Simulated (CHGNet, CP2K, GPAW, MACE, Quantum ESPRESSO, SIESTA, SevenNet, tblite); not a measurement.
**Σ7 (111) twist boundary in a MgS-YS solid solution (84 atoms): other programs against plane waves**

One geometry of Σ7 (111) twist boundary in a MgS-YS solid solution (84 atoms) is solved by several programs and methods. How far do their forces lie from a plane-wave PBE run?

Results are calculated, not measured.

**1. The cell**

The cell holds 84 atoms (38 Mg, 42 S and 4 Y), with edges of 9.78, 9.78 and 19.37 Å. Recipe: rock-salt MgS (a = 5.2289 Å); two grains turned against each other by 38.21 deg about [111]; 1 x 1 coincidence cells, 1 lattice periods a grain, two boundaries a cell, upper grain shifted by [0, 0] of the boundary cell and opened by 0.63 Å, no atom removed; 4 of 42 Mg sites given to Y at random (lattice constant by Vegard's rule between MgS and YS); not relaxed, displaced by a Gaussian of 0.02 Å. Then every atom was moved at random, 0.05 Å r.m.s. a Cartesian component. The density is 2.72 g/cm³.

**2. The reference input**

Quantum ESPRESSO 7.5: Kohn-Sham DFT, PBE, SSSP efficiency 1.3.0 pseudopotentials, plane waves. Its input, pw.in:

```
&control
  calculation = 'scf'
  pseudo_dir = './pseudo'
  outdir = './tmp'
  disk_io = 'none'
  tprnfor = .true.
  tstress = .true.
/
&system
  ibrav = 0
  nat = 84
  ntyp = 3
  ecutwfc = 45
  ecutrho = 360
  nosym = .true.
  occupations = 'smearing'
  smearing = 'fd'
  degauss = 0.003675
/
&electrons
  conv_thr = 4.2e-07
  electron_maxstep = 100
  mixing_beta = 0.2
  mixing_mode = 'local-TF'
  diagonalization = 'david'
/
ATOMIC_SPECIES
Mg 24.305 Mg.upf
S 32.060 S.upf
Y 88.906 Y.upf
CELL_PARAMETERS angstrom
9.78238 0.00000 0.00000
-4.89119 8.47179 0.00000
0.00000 0.00000 19.37344
ATOMIC_POSITIONS crystal
Mg 0.86032 0.56704 0.00142
S 0.09355 0.61765 0.08324
Mg 0.71029 0.13320 0.00136
S 0.95521 0.19767 0.07908
[... 78 atom lines left out ...]
Mg 0.23475 0.18084 0.81300
S 0.48926 0.38218 0.89207
K_POINTS gamma
```

```console
$ OMP_NUM_THREADS=1 mpirun -np 4 pw.x -in pw.in > output.txt
```

Elapsed: 6.8 min, on 4 MPI ranks of AMD EPYC 7571, shared host; peak memory 3.9 GiB.

It converged with an r.m.s. force component of 0.80 eV/Å and a pressure of 2.8 GPa.

**3. The other programs**

- CHGNet: machine-learned potential, published weights.
- CP2K 2026.2: Gaussian basis with GTH pseudopotentials and a plane-wave density; labels give functional, basis (MOLOPT sets; SR short-range, UZH the newer set with its own potentials), grid cutoff/relative cutoff and solver (OT: orbital transformation; TRS4, TC2, SIGN: linear-scaling purification with its sparsity filter), or its built-in tight binding.
- MACE: machine-learned potential, published weights.
- Quantum ESPRESSO 7.5: plane waves; labels (QE) give functional, pseudopotential set and cutoffs of waves/density.
- SIESTA 5.4.2: numerical atomic orbitals, whose automatically made sets are far from complete, with PseudoDojo norm-conserving potentials that we converted to its format (checked against plane waves on the same files for H, C, O, Si, Ge and Ca alone); labels give functional, basis size, energy shift and mesh cutoff.
- SevenNet: machine-learned potential, published weights.
- tblite 0.8.0: extended tight binding, driven from Python.

All use the same cell and atoms, and the electronic-structure runs the same k-mesh.

**4. All runs compared**

Differences are against the reference: forces as r.m.s. over components, share as that over the reference's r.m.s. force, slope as the fitted ratio of a run's forces to the reference's.

```
                                                          run  Δ force, r.m.s. (meV/Å)  share (%)  slope  Δ pressure (GPa)  cores  CPU time  memory (GiB)
                                                    reference                        -          -      -                 -      4    27 min           3.9
                                      CHGNet r2SCAN potential                      297       37.3  0.715             -2.01      1     7.3 s          0.85
CP2K PBE, DZVP-MOLOPT-SR, 420/50 Ry, diagonalisation (coarse)                     1683        211  1.068              1.93      2    15 min           3.2
                                  MACE MP-0b2 small potential                      175       22.0  0.977             -1.10      1      13 s          0.66
                                  QE PBE, gbrv-1.5, 40/200 Ry                     6.36      0.797  1.001             0.195      4    34 min           2.5
                  SIESTA PBE, DZP, shift 0.01 Ry, mesh 500 Ry                      104       13.1  1.064             0.479      2    17 min           2.1
                  SIESTA PBE, DZP, shift 0.02 Ry, mesh 500 Ry                     85.9       10.8  1.041             -2.33      2    13 min           1.8
                  SIESTA PBE, TZP, shift 0.01 Ry, mesh 500 Ry                     84.7       10.6  1.048             0.396      4    21 min           2.7
               SIESTA PBEsol, DZP, shift 0.01 Ry, mesh 500 Ry                      104       13.1  1.028             -1.69      2    17 min           2.1
                                      SevenNet l3i5 potential                      124       15.5  0.960            -0.665      1      20 s           1.1
                                              tblite GFN1-xTB                      373       46.8  0.739             -3.35      1      39 s          0.13
```

Rows marked coarse use a setting chosen to be so.

Times of the machine-learned potentials are mostly Python's start and the loading of weights.

CPU time is summed over cores on shared hosts, so it is rough.

**5. What came out**

Forces lie from 0.80 % (QE PBE, gbrv-1.5, 40/200 Ry) to 211 % (CP2K PBE, DZVP-MOLOPT-SR, 420/50 Ry, diagonalisation, coarse) of the reference's r.m.s. force of 0.80 eV/Å away from it. Other PBE runs on plane waves or a grid: QE PBE, gbrv-1.5, 40/200 Ry 0.80 % of the r.m.s. force; the reference has errors of its own, so differences under a few per cent don't tell which side is nearer the exact PBE result. The PBE runs in local orbitals, coarse settings apart, differ by 11 % (SIESTA PBE, TZP, shift 0.01 Ry, mesh 500 Ry) to 13 % (SIESTA PBE, DZP, shift 0.01 Ry, mesh 500 Ry); basis, grid and potentials can all enter. Tight binding differs by 47 % (tblite GFN1-xTB); it is another model, with fitted parameters of its own, and the xTB methods hold dispersion.

Machine-learned potentials differ by 16 % (SevenNet l3i5 potential) to 37 % (CHGNet r2SCAN potential); they were trained on other programs' data, some at another functional. Rows with another functional or a dispersion term differ by 13 % (SIESTA PBEsol, DZP, shift 0.01 Ry, mesh 500 Ry), which mixes the change of model with differences of basis and potentials. Runs with settings chosen to be coarse differ by 211 % (CP2K PBE, DZVP-MOLOPT-SR, 420/50 Ry, diagonalisation), their programs' other errors included. Pressures at PBE, coarse settings apart, lie -2.33 to +0.48 GPa from the reference's.

Caveats: Periodic xTB results under one method name differ between programs and library versions. The potentials hold different valence shells: 372 electrons in the reference, 676 in CP2K with DZVP-MOLOPT-SR, 676 in Quantum ESPRESSO with GBRV and 676 in SIESTA; this bears on time and differences. The reference's pressure holds the uncorrected Pulay stress of its 45 Ry basis, so small pressure differences, may be the reference's own error. Machine-learned potentials mimic data converged in k, so the reference's own k-point error enters their differences. The host structure and its lattice constant were typed by rule, without a check against the phase diagram. The electronic-structure runs sample only Γ, in a cell whose shortest periodic width is 8 Å, which is coarse for a cell with partly filled levels. The reference's pressure of 2.8 GPa reflects the volume that the recipe set, positions that aren't this level's minimum and the coarse k-sampling. Where levels are smeared, the DFT runs use Fermi–Dirac occupations at 580 K (0.05 eV), and energies are free energies. The atoms were displaced at random, and shares hang on the size of the forces that this gives. The reference's cutoffs and mesh weren't converged further here.

[Long decimals in the printed logs are rounded to 6 places.]

[Logs are printed without paths, hosts, clocks, repeated set-up lines and the standing remarks that a program may print on its own settings, such as how far it seeks lower states.]

[Hosts, paths, dates, database ids (printed as entryN), source tags and the programs' standing remarks are cut or masked in the printed files.]

[Only finished runs are shown, without SIESTA runs on faulty potentials for Cu, Fe, Ni or Zn; cells were taken only where this reference lay near another plane-wave run.]
